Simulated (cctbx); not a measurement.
# Accept or mend?

Cell a = 4.4260 Å, b = 5.6250 Å, c = 9.8460 Å, α = 90.00°, β = 90.00°, γ = 90.00°; space group Amm2 (no. 38).

The data are simulated with cctbx, not measured: Cu Kα, λ = 1.54184 Å, to d = 0.83 Å, 50 % of the full sphere, strongest reflection 40000 counts, noise from counting, a 6 % proportional error and a noise floor of 8 counts (s.d.); no absorption, and some extinction, which the refinements don't model.

An anisotropic refinement with weights 1/σ² prints:

```text
Rint 0.032, 243 unique reflections to 0.83 A
cycle     R1     wR2    GooF  max shift (A)
   1  0.1640  0.4228   7.698   0.06573
  12  0.1435  0.3094   5.632   0.00061
final R1 0.1436 wR2 0.3094 GooF 5.632  parameters 22  data/parameter 11.0
atom        x        y        z      Ueq    occ   su(xyz)  su(Uiso or U11)
Sn1    0.50000  0.50000  0.16941   0.0062  1.000  0.00073  0.0021
Cu1    0.50000  0.00000  0.16846   0.0093  1.000  0.00216  0.0051
Cu2    0.50000  0.28283  0.40946   0.0093  1.000  0.00250  0.0045
Cu3    0.00000  0.00000  0.34239   0.0142  1.000  0.00119  0.0059  NPD
Mn1    0.00000  0.50000  0.34490   0.0185  1.000  0.00145  0.0067  NPD
difference map: max 22.26 min -3.75 rms 2.15
Q1    0.5000  0.0000  0.6669    2   22.26  0.02 A from Sn1
Q2    0.5000  0.2461  0.9179    4   20.99  0.18 A from Cu2
Q3    0.0000  0.2405  0.0892    4   18.01  2.71 A from Cu1
Q4    0.5000  0.0000  0.1659    2   17.43  0.02 A from Cu1
Q5    0.0000  0.0000  0.3388    2   13.17  0.04 A from Cu3
Q6    0.0000  0.0000  0.8424    2   12.17  0.03 A from Mn1
```

Q: Accept it or mend it, and why?

Mend it. The fault: an atom left out, Mg at (0, 0.7634, 0.0836). Against the right model at the same level, R1 goes from 0.0233 to 0.1436 and GooF from 1.01 to 5.63, U of Sn1 shrinks from 0.0153 to 0.0062 Å², the top difference peak, 22.3 e/Å³, lies on Sn1 and Cu3 and Mn1 go non-positive-definite. Q3 is the missing atom. With scattering power missing, scale and phases suffer, so peaks may also grow on the heavy atoms.

The compound is Mg2MnCu4Sn. The right model at the same level gives:

```text
Rint 0.032, 243 unique reflections to 0.83 A
cycle     R1     wR2    GooF  max shift (A)
   1  0.0238  0.0574   1.059   0.00349
   2  0.0233  0.0548   1.012   0.00002
final R1 0.0233 wR2 0.0548 GooF 1.012  parameters 28  data/parameter 8.7
atom        x        y        z      Ueq    occ   su(xyz)  su(Uiso or U11)
Sn1    0.50000  0.50000  0.16992   0.0153  1.000  0.00014  0.0004
Cu1    0.50000  0.00000  0.16926   0.0177  1.000  0.00036  0.0008
Cu2    0.50000  0.27380  0.40680   0.0174  1.000  0.00049  0.0008
Cu3    0.00000  0.00000  0.34233   0.0174  1.000  0.00019  0.0010
Mn1    0.00000  0.50000  0.34536   0.0177  1.000  0.00022  0.0011
Mg1    0.00000  0.76340  0.08583   0.0274  1.000  0.00090  0.0023
Flack x: 0.009(8)
Hooft y: 0.013(11)  Bijvoet pairs: 98
difference map: max 0.62 min -0.85 rms 0.23
Q1    0.2237  0.0000  0.2154    4    0.65  1.30 A from Cu1
Q2    0.2059  0.0000  0.1074    4    0.58  1.44 A from Cu1
Q3    0.3260  0.0000  0.3951    4    0.57  1.53 A from Cu3
Q4    0.5000  0.2428  0.6581    4    0.56  1.37 A from Sn1
Q5    0.2862  0.0000  0.8431    4    0.53  1.27 A from Mn1
Q6    0.2089  0.0000  0.6255    4    0.52  1.36 A from Sn1
```

The model is made up (kin elements in a known structure type, no relaxation), so it says nothing on whether the phase exists.

[Middle refinement cycles are left out of these outputs.]

[Logs are printed without paths, hosts, clocks, repeated set-up lines and the standing remarks that a program may print on its own settings, such as how far it seeks lower states.]
